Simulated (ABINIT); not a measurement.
# BaTiO3 (P4mm): G0W0 with ABINIT, start to end, part 2 of 3

Wanted: ground state, empty states, screening and self-energy for BaTiO3 (P4mm).

ABINIT 10.8.3; PBE and many-body steps on it, plane waves. Known limits of the many-body steps: not at the basis limit; no spin-orbit coupling; coarse k mesh.

So far. Step 2 (Ground state): The gap is indirect, with the least direct gap 0.37 eV higher.

## 3. Bands along the symmetry lines

Level of this step: DFT, PBE, plane waves, norm-conserving pseudopotentials (ABINIT).

The cheap functional maps the bands first; the places of the edges decide which points the dearer methods must see.

run.abi

```
acell 3*1.0 Angstrom
rprim 
  3.990480000000 0.000000000000 0.000000000000
  0.000000000000 3.990480000000 0.000000000000
  0.000000000000 0.000000000000 4.023030000000
ntypat 3
znucl 56 22 8
natom 5
typat 1 2 3 3 3
xred 
  0.000000000000 0.000000000000 0.000000000000
  0.500000000000 0.500000000000 0.522000000000
  0.500000000000 0.500000000000 0.979000000000
  0.500000000000 0.000000000000 0.488000000000
  0.000000000000 0.500000000000 0.488000000000
pp_dirpath "pseudos"
pseudos "Ba.upf, Ti.upf, O.upf"
ecut 38
iscf -2
irdden 1
kptopt 0
nkpt 75
kpt 
  0.00000000 0.00000000 0.00000000
  0.00000000 0.06250000 0.00000000
  0.00000000 0.12500000 0.00000000
  0.00000000 0.18750000 0.00000000
  0.00000000 0.25000000 0.00000000
  0.00000000 0.31250000 0.00000000
  0.00000000 0.37500000 0.00000000
  0.00000000 0.43750000 0.00000000
  0.00000000 0.50000000 0.00000000
  0.06250000 0.50000000 0.00000000
  0.12500000 0.50000000 0.00000000
  0.18750000 0.50000000 0.00000000
  0.25000000 0.50000000 0.00000000
  0.31250000 0.50000000 0.00000000
  0.37500000 0.50000000 0.00000000
  0.43750000 0.50000000 0.00000000
  0.50000000 0.50000000 0.00000000
  0.43750000 0.43750000 0.00000000
  0.37500000 0.37500000 0.00000000
  0.31250000 0.31250000 0.00000000
  0.25000000 0.25000000 0.00000000
  0.18750000 0.18750000 0.00000000
  0.12500000 0.12500000 0.00000000
  0.06250000 0.06250000 0.00000000
  0.00000000 0.00000000 0.00000000
  0.00000000 0.00000000 0.06250000
  0.00000000 0.00000000 0.12500000
  0.00000000 0.00000000 0.18750000
  0.00000000 0.00000000 0.25000000
  0.00000000 0.00000000 0.31250000
  0.00000000 0.00000000 0.37500000
  0.00000000 0.00000000 0.43750000
  0.00000000 0.00000000 0.50000000
  0.00000000 0.06250000 0.50000000
  0.00000000 0.12500000 0.50000000
  0.00000000 0.18750000 0.50000000
  0.00000000 0.25000000 0.50000000
  0.00000000 0.31250000 0.50000000
  0.00000000 0.37500000 0.50000000
  0.00000000 0.43750000 0.50000000
  0.00000000 0.50000000 0.50000000
  0.06250000 0.50000000 0.50000000
  0.12500000 0.50000000 0.50000000
  0.18750000 0.50000000 0.50000000
  0.25000000 0.50000000 0.50000000
  0.31250000 0.50000000 0.50000000
  0.37500000 0.50000000 0.50000000
  0.43750000 0.50000000 0.50000000
  0.50000000 0.50000000 0.50000000
  0.43750000 0.43750000 0.50000000
  0.37500000 0.37500000 0.50000000
  0.31250000 0.31250000 0.50000000
  0.25000000 0.25000000 0.50000000
  0.18750000 0.18750000 0.50000000
  0.12500000 0.12500000 0.50000000
  0.06250000 0.06250000 0.50000000
  0.00000000 0.00000000 0.50000000
  0.00000000 0.50000000 0.00000000
  0.00000000 0.50000000 0.06250000
  0.00000000 0.50000000 0.12500000
  0.00000000 0.50000000 0.18750000
  0.00000000 0.50000000 0.25000000
  0.00000000 0.50000000 0.31250000
  0.00000000 0.50000000 0.37500000
  0.00000000 0.50000000 0.43750000
  0.00000000 0.50000000 0.50000000
  0.50000000 0.50000000 0.00000000
  0.50000000 0.50000000 0.06250000
  0.50000000 0.50000000 0.12500000
  0.50000000 0.50000000 0.18750000
  0.50000000 0.50000000 0.25000000
  0.50000000 0.50000000 0.31250000
  0.50000000 0.50000000 0.37500000
  0.50000000 0.50000000 0.43750000
  0.50000000 0.50000000 0.50000000
istwfk *1
nband 27
nbdbuf 2
tolwfr 1e-08
nstep 40
prtwf 0
prtvol 0
indata_prefix "in"
outdata_prefix "out"
tmpdata_prefix "tmp"
```

The run is started by

```bash
$ OMP_NUM_THREADS=1 mpirun -n 4 abinit run.abi > log
```

Numbers of over 12 decimals in the logs are rounded to 6 here.

The program printed:

```text
.Version 10.8.3 of ABINIT. v10.8.2 released Aug 2026.

 Symmetries : space group P4 m m (# 99); Bravais tP (primitive tetrag.)
[... echo of the input left out ...]
== DATASET  1 ==================================================================
-   mpi_nproc: 4, omp_nthreads: 1 (-1 if OMP is not activated)

--- !DatasetInfo
iteration_state: {dtset: 1, }
dimensions: {natom: 5, nkpt: 75, mband: 27, nsppol: 1, nspinor: 1, nspden: 1, mpw: 4869, }
cutoff_energies: {ecut:  38.0, pawecutdg:  -1.0, }
electrons: {nelect:   4.00000000E+01, charge:   0.00000000E+00, occopt:   1.00000000E+00, tsmear:   1.00000000E-02, }

 Real(R)+Recip(G) space primitive vectors, cartesian coordinates (Bohr,Bohr^-1):
 R(1)=  7.5409143  0.0000000  0.0000000  G(1)=  0.1326099  0.0000000  0.0000000
 R(2)=  0.0000000  7.5409143  0.0000000  G(2)=  0.0000000  0.1326099  0.0000000
 R(3)=  0.0000000  0.0000000  7.6024249  G(3)=  0.0000000  0.0000000  0.1315370
 Unit cell volume ucvol=  4.3231485E+02 bohr^3
 Angles (23,13,12)=  9.00000000E+01  9.00000000E+01  9.00000000E+01 degrees

 getcut: wavevector=  0.0000  0.0000  0.0000  ngfft=  45  45  45
         ecut(hartree)=     38.000   => boxcut(ratio)=   2.08566

--- Pseudopotential description ------------------------------------------------
- Ba Generated using ONCVPSP code by D. R. Hamann
- 56.00000  10.00000  171031                  znucl, zion, pspdat
12 -101130 2 -1 1958                          pspcod,pspxc,lmax,lloc,mmax
     nproj     2     2     2
  pspatm : epsatm=   26.75150155
         --- l  ekb(1:nproj) -->
             0    6.667868    0.674319
             1    5.008801    0.408242
             2    2.532546    0.415477
 pspatm: atomic psp has been read  and splines computed

- Ti Generated using ONCVPSP code by D. R. Hamann
- 22.00000  12.00000  171031                  znucl, zion, pspdat
12 -101130 2 -1 1586                          pspcod,pspxc,lmax,lloc,mmax
     nproj     2     2     2
  pspatm : epsatm=   14.68144553
         --- l  ekb(1:nproj) -->
[...]
pspatm: atomic psp has been read  and splines computed

- O Generated using ONCVPSP code by D. R. Hamann
-  8.00000   6.00000  171031                  znucl, zion, pspdat
12 -101130 2 -1 936                           pspcod,pspxc,lmax,lloc,mmax
     nproj     2     2     1
  pspatm : epsatm=    6.19545534
         --- l  ekb(1:nproj) -->
[...]
2   -1.331955
 pspatm: atomic psp has been read  and splines computed

--------------------------------------------------------------------------------

================================================================================
 prteigrs : about to open file out_EIG
 Non-SCF case, kpt    1 (  0.00000  0.00000  0.00000), residuals and eigenvalues=
  8.68E-09  4.80E-09  1.77E-09  7.19E-09  5.64E-09  3.86E-09  6.74E-09  4.55E-09
[...]
Non-SCF case, kpt   74 (  0.50000  0.50000  0.43750), residuals and eigenvalues=
[...]
Non-SCF case, kpt   75 (  0.50000  0.50000  0.50000), residuals and eigenvalues=
[...]
1.0454E-01  1.0742E-01  1.5512E-01  1.5512E-01  1.5788E-01  2.4041E-01
  2.4041E-01  2.4688E-01  4.0297E-01  4.0341E-01  4.0341E-01  4.8473E-01
[...]
--- !ResultsGS
iteration_state: {dtset: 1, }
comment   : Summary of ground state results
lattice_vectors:
- [  7.5409143,   0.0000000,   0.0000000, ]
- [  0.0000000,   7.5409143,   0.0000000, ]
- [  0.0000000,   0.0000000,   7.6024249, ]
lattice_lengths: [   7.54091,    7.54091,    7.60242, ]
lattice_angles: [ 90.000,  90.000,  90.000, ] # degrees, (23, 13, 12)
lattice_volume:   4.3231485E+02
convergence: {deltae:  0.000E+00, res2:  0.000E+00, residm:  1.000E-08, diffor:  0.000E+00, }
etotal    :  -1.37385857E+02
entropy   :   0.00000000E+00
fermie    :   2.46877495E-01
cartesian_stress_tensor: null
pressure_GPa: null
xred      :
- [  0.0000E+00,   0.0000E+00,   0.0000E+00, Ba]
- [  5.0000E-01,   5.0000E-01,   5.2200E-01, Ti]
- [  5.0000E-01,   5.0000E-01,   9.7900E-01,  O]
- [  5.0000E-01,   0.0000E+00,   4.8800E-01,  O]
- [  0.0000E+00,   5.0000E-01,   4.8800E-01,  O]
cartesian_forces: null
force_length_stats: {min: null, max: null, mean: null, }

 Integrated electronic density in atomic spheres:
 ------------------------------------------------
 Atom  Sphere_radius  Integrated_density
[...]
================================================================================

 ----iterations are completed or convergence reached----

 Mean square residual over all n,k,spin=   58.867E-10; max=  99.996E-10
 reduced coordinates (array xred) for    5 atoms
[...]
cartesian coordinates (angstrom) at end:
    1      0.000000     0.000000     0.000000
    2      1.995240     1.995240     2.100022
    3      1.995240     1.995240     3.938546
    4      1.995240     0.000000     1.963239
    5      0.000000     1.995240     1.963239
 length scales=  1.889726125908  1.889726125908  1.889726125908 bohr
              =  1.000000000000  1.000000000000  1.000000000000 angstroms
 prteigrs : about to open file out_EIG
 Eigenvalues (hartree) for nkpt=  75  k points:
 kpt#   1, nband= 27, wtk=  1.00000, kpt=  0.0000  0.0000  0.0000 (reduced coord)
[...]
kpt#   2, nband= 27, wtk=  1.00000, kpt=  0.0000  0.0625  0.0000 (reduced coord)
[...]
kpt#   3, nband= 27, wtk=  1.00000, kpt=  0.0000  0.1250  0.0000 (reduced coord)
[...]
kpt#  74, nband= 27, wtk=  1.00000, kpt=  0.5000  0.5000  0.4375 (reduced coord)
[...]
0.49782    0.49782    0.53308
 kpt#  75, nband= 27, wtk=  1.00000, kpt=  0.5000  0.5000  0.5000 (reduced coord)
[...]
-0.14873   -0.14873   -0.14648    0.08159    0.10454    0.10742    0.15512    0.15512
   0.15788    0.24041    0.24041    0.24688    0.40297    0.40341    0.40341    0.48473
   0.49427    0.49427    0.53290

== END DATASET(S) ==============================================================
================================================================================

 -outvars: echo values of variables after computation  --------
            nband          27
             nkpt          75
          spgroup          99
 [... the other variables as echoed above ...]

 Calculation completed.
```

Wall time 99 s (4 MPI ranks of Arm Neoverse V1, shared host); peak memory 0.41 GiB.

Numbers from this step:

| Property | Result |
| --- | --- |
| gap | 1.851 eV |
| k of the valence top | 0.5, 0.5, 0.5 |
| k of the conduction bottom | 0, 0, 0 |
| least direct gap | 2.222 eV |

The gap is 1.851 eV, as in the run before at this level.

Electronic bands along the path, in eV, zero at the top of the highest filled band:

| point | band 17 | band 18 | band 19 | band 20 | band 21 | band 22 | band 23 | band 24 |
| --- | --- | --- | --- | --- | --- | --- | --- | --- |
| Γ | -1.18 | -0.45 | -0.37 | -0.37 | 1.85 | 2.22 | 2.22 | 4.12 |
| halfway | -1.52 | -1.26 | -0.81 | -0.67 | 2.27 | 2.80 | 2.85 | 4.27 |
| X | -1.84 | -1.67 | -1.13 | -0.97 | 2.34 | 3.57 | 3.64 | 4.24 |
| halfway | -1.68 | -1.53 | -1.12 | -0.50 | 2.90 | 3.65 | 3.72 | 4.77 |
| M | -1.83 | -1.08 | -1.08 | -0.07 | 3.66 | 3.66 | 4.02 | 4.77 |
| halfway | -1.95 | -1.19 | -0.93 | -0.51 | 2.76 | 2.98 | 3.16 | 4.76 |
| Γ | -1.18 | -0.45 | -0.37 | -0.37 | 1.85 | 2.22 | 2.22 | 4.12 |
| halfway | -1.61 | -1.32 | -0.55 | -0.55 | 1.93 | 2.99 | 2.99 | 4.12 |
| Z | -1.96 | -1.94 | -0.71 | -0.71 | 2.00 | 3.68 | 3.68 | 4.12 |
| halfway | -1.43 | -1.30 | -1.11 | -0.67 | 2.87 | 3.69 | 3.72 | 4.79 |
| R | -1.75 | -0.92 | -0.89 | -0.25 | 3.60 | 3.70 | 4.02 | 4.96 |
| halfway | -2.49 | -0.62 | -0.53 | -0.21 | 3.89 | 3.91 | 4.14 | 6.26 |
| A | -2.42 | -0.18 | -0.18 | 0.00 | 4.25 | 4.26 | 4.26 | 6.47 |
| halfway | -2.17 | -0.89 | -0.72 | -0.66 | 3.36 | 3.80 | 3.84 | 6.00 |
| Z | -1.96 | -1.94 | -0.71 | -0.71 | 2.00 | 3.68 | 3.68 | 4.12 |
| jump to X | -1.84 | -1.67 | -1.13 | -0.97 | 2.34 | 3.57 | 3.64 | 4.24 |
| halfway | -1.48 | -1.41 | -1.22 | -0.64 | 3.05 | 3.59 | 3.75 | 4.82 |
| R | -1.75 | -0.92 | -0.89 | -0.25 | 3.60 | 3.70 | 4.02 | 4.96 |
| jump to M | -1.83 | -1.08 | -1.08 | -0.07 | 3.66 | 3.66 | 4.02 | 4.77 |
| halfway | -2.57 | -0.72 | -0.72 | -0.04 | 3.94 | 3.94 | 4.13 | 6.07 |
| A | -2.42 | -0.18 | -0.18 | 0.00 | 4.25 | 4.26 | 4.26 | 6.47 |

## 4. Empty states on the mesh, 4×4×4 mesh, 83 bands

The sums over transitions need many empty states on a uniform mesh; this step solves for them.

run.abi

```
acell 3*1.0 Angstrom
rprim 
  3.990480000000 0.000000000000 0.000000000000
  0.000000000000 3.990480000000 0.000000000000
  0.000000000000 0.000000000000 4.023030000000
ntypat 3
znucl 56 22 8
natom 5
typat 1 2 3 3 3
xred 
  0.000000000000 0.000000000000 0.000000000000
  0.500000000000 0.500000000000 0.522000000000
  0.500000000000 0.500000000000 0.979000000000
  0.500000000000 0.000000000000 0.488000000000
  0.000000000000 0.500000000000 0.488000000000
pp_dirpath "pseudos"
pseudos "Ba.upf, Ti.upf, O.upf"
ecut 38
ngkpt 4 4 4
nshiftk 1
shiftk 0 0 0
kptopt 1
chksymbreak 0
iscf -2
irdden 1
istwfk *1
nband 83
nbdbuf 6
tolwfr 1e-09
nstep 60
prtvol 0
indata_prefix "in"
outdata_prefix "out"
tmpdata_prefix "tmp"
```

The program printed:

```text
.Version 10.8.3 of ABINIT. v10.8.2 released Aug 2026.

 Symmetries : space group P4 m m (# 99); Bravais tP (primitive tetrag.)
[... echo of the input left out ...]
== DATASET  1 ==================================================================
-   mpi_nproc: 4, omp_nthreads: 1 (-1 if OMP is not activated)

--- !DatasetInfo
iteration_state: {dtset: 1, }
dimensions: {natom: 5, nkpt: 18, mband: 83, nsppol: 1, nspinor: 1, nspden: 1, mpw: 4868, }
cutoff_energies: {ecut:  38.0, pawecutdg:  -1.0, }
electrons: {nelect:   4.00000000E+01, charge:   0.00000000E+00, occopt:   1.00000000E+00, tsmear:   1.00000000E-02, }

 Real(R)+Recip(G) space primitive vectors, cartesian coordinates (Bohr,Bohr^-1):
 R(1)=  7.5409143  0.0000000  0.0000000  G(1)=  0.1326099  0.0000000  0.0000000
 R(2)=  0.0000000  7.5409143  0.0000000  G(2)=  0.0000000  0.1326099  0.0000000
 R(3)=  0.0000000  0.0000000  7.6024249  G(3)=  0.0000000  0.0000000  0.1315370
 Unit cell volume ucvol=  4.3231485E+02 bohr^3
 Angles (23,13,12)=  9.00000000E+01  9.00000000E+01  9.00000000E+01 degrees

 getcut: wavevector=  0.0000  0.0000  0.0000  ngfft=  45  45  45
         ecut(hartree)=     38.000   => boxcut(ratio)=   2.08566

--- Pseudopotential description ------------------------------------------------
- Ba Generated using ONCVPSP code by D. R. Hamann
- 56.00000  10.00000  171031                  znucl, zion, pspdat
12 -101130 2 -1 1958                          pspcod,pspxc,lmax,lloc,mmax
     nproj     2     2     2
  pspatm : epsatm=   26.75150155
         --- l  ekb(1:nproj) -->
             0    6.667868    0.674319
             1    5.008801    0.408242
             2    2.532546    0.415477
 pspatm: atomic psp has been read  and splines computed

- Ti Generated using ONCVPSP code by D. R. Hamann
- 22.00000  12.00000  171031                  znucl, zion, pspdat
12 -101130 2 -1 1586                          pspcod,pspxc,lmax,lloc,mmax
     nproj     2     2     2
  pspatm : epsatm=   14.68144553
         --- l  ekb(1:nproj) -->
[...]
pspatm: atomic psp has been read  and splines computed

- O Generated using ONCVPSP code by D. R. Hamann
-  8.00000   6.00000  171031                  znucl, zion, pspdat
12 -101130 2 -1 936                           pspcod,pspxc,lmax,lloc,mmax
     nproj     2     2     1
  pspatm : epsatm=    6.19545534
         --- l  ekb(1:nproj) -->
[...]
2   -1.331955
 pspatm: atomic psp has been read  and splines computed

--------------------------------------------------------------------------------

================================================================================
 prteigrs : about to open file out_EIG
 Non-SCF case, kpt    1 (  0.00000  0.00000  0.00000), residuals and eigenvalues=
  7.92E-10  2.88E-10  4.58E-10  7.33E-10  6.25E-10  3.32E-10  6.59E-10  8.17E-10
  1.85E-10  3.50E-10  5.97E-10  9.41E-11  1.24E-10  4.78E-10  1.91E-10  3.73E-10
  1.65E-10  2.09E-10  2.49E-10  7.62E-10  9.78E-10  3.55E-10  8.03E-10  3.15E-10
[...]
-1.8290E+00 -9.5838E-01 -9.5571E-01 -9.5571E-01 -6.6700E-01 -3.7437E-01
 -3.5146E-01 -3.4702E-01 -1.2184E-01 -1.2184E-01 -1.2179E-01  1.5967E-01
  1.6067E-01  1.6067E-01  1.9522E-01  1.9522E-01  2.0348E-01  2.3045E-01
[...]
1.6405E+00  1.6412E+00  1.6412E+00  1.7686E+00  1.8173E+00  1.8279E+00
  1.8368E+00  1.8368E+00  1.8590E+00  1.8590E+00  1.8822E+00  1.8832E+00
  1.8903E+00  1.8903E+00  1.9182E+00  1.9226E+00  1.9427E+00
 prteigrs : prtvol=0 or 1, do not print more k-points.

--- !ResultsGS
iteration_state: {dtset: 1, }
comment   : Summary of ground state results
lattice_vectors:
- [  7.5409143,   0.0000000,   0.0000000, ]
- [  0.0000000,   7.5409143,   0.0000000, ]
- [  0.0000000,   0.0000000,   7.6024249, ]
lattice_lengths: [   7.54091,    7.54091,    7.60242, ]
lattice_angles: [ 90.000,  90.000,  90.000, ] # degrees, (23, 13, 12)
lattice_volume:   4.3231485E+02
convergence: {deltae:  0.000E+00, res2:  0.000E+00, residm:  9.989E-10, diffor:  0.000E+00, }
etotal    :  -1.37385857E+02
entropy   :   0.00000000E+00
fermie    :   2.46877495E-01
cartesian_stress_tensor: null
pressure_GPa: null
xred      :
- [  0.0000E+00,   0.0000E+00,   0.0000E+00, Ba]
- [  5.0000E-01,   5.0000E-01,   5.2200E-01, Ti]
- [  5.0000E-01,   5.0000E-01,   9.7900E-01,  O]
- [  5.0000E-01,   0.0000E+00,   4.8800E-01,  O]
- [  0.0000E+00,   5.0000E-01,   4.8800E-01,  O]
cartesian_forces: null
force_length_stats: {min: null, max: null, mean: null, }

 Integrated electronic density in atomic spheres:
 ------------------------------------------------
 Atom  Sphere_radius  Integrated_density
[...]
================================================================================

 ----iterations are completed or convergence reached----

 Mean square residual over all n,k,spin=   46.855E-11; max=  99.892E-11
 reduced coordinates (array xred) for    5 atoms
[...]
0.000000000000      0.500000000000      0.488000000000

 cartesian coordinates (angstrom) at end:
    1      0.000000     0.000000     0.000000
    2      1.995240     1.995240     2.100022
    3      1.995240     1.995240     3.938546
    4      1.995240     0.000000     1.963239
    5      0.000000     1.995240     1.963239
 length scales=  1.889726125908  1.889726125908  1.889726125908 bohr
              =  1.000000000000  1.000000000000  1.000000000000 angstroms
 prteigrs : about to open file out_EIG
 Eigenvalues (hartree) for nkpt=  18  k points:
 kpt#   1, nband= 83, wtk=  0.01563, kpt=  0.0000  0.0000  0.0000 (reduced coord)
[...]
1.59815    1.62078    1.64048    1.64124    1.64124    1.76859    1.81731    1.82792
   1.83685    1.83685    1.85902    1.85902    1.88221    1.88323    1.89032    1.89032
   1.91821    1.92263    1.94268
 prteigrs : prtvol=0 or 1, do not print more k-points.

== END DATASET(S) ==============================================================
================================================================================

 -outvars: echo values of variables after computation  --------
            nband          83
             nkpt          18
          spgroup          99
 [... the other variables as echoed above ...]

 Calculation completed.
```

Elapsed: 62 s, on 4 MPI ranks; peak memory 0.39 GiB.

Numbers from this step:

| Property | Result |
| --- | --- |
| gap | 1.851 eV |
| k of the valence top | 0.5, 0.5, 0.5 |
| k of the conduction bottom | 0, 0, 0 |
| least direct gap | 2.222 eV |
| k points computed | 18 |
| lowest point of the top converged band, above the valence top | 43.55 eV |

On this mesh the gap is 1.851 eV.

[end of part 2 of 3]

[Paths, hosts, dates, memory and timing lines, banners, echoed tables and standing remarks are left out of the program output.]

[Logs are printed without paths, hosts, clocks, repeated set-up lines and the standing remarks that a program may print on its own settings, such as how far it seeks lower states.]

[Runs of the session that timed out or met a known fault of the program may be left out.]

[Hosts, paths, dates, database ids (printed as entryN), source tags and the programs' standing remarks are cut or masked in the printed files.]

[G0W0 gaps are taken among the corrected bands and points alone; a level outside them can change the order at an edge.]

[Where Ansatz stands beside ABINIT at settings called matched, ABINIT's density can come from a denser mesh and the files from another edition; pairs whose starting gaps differed by over 0.03 eV were left out, so agreement reads better than it is.]
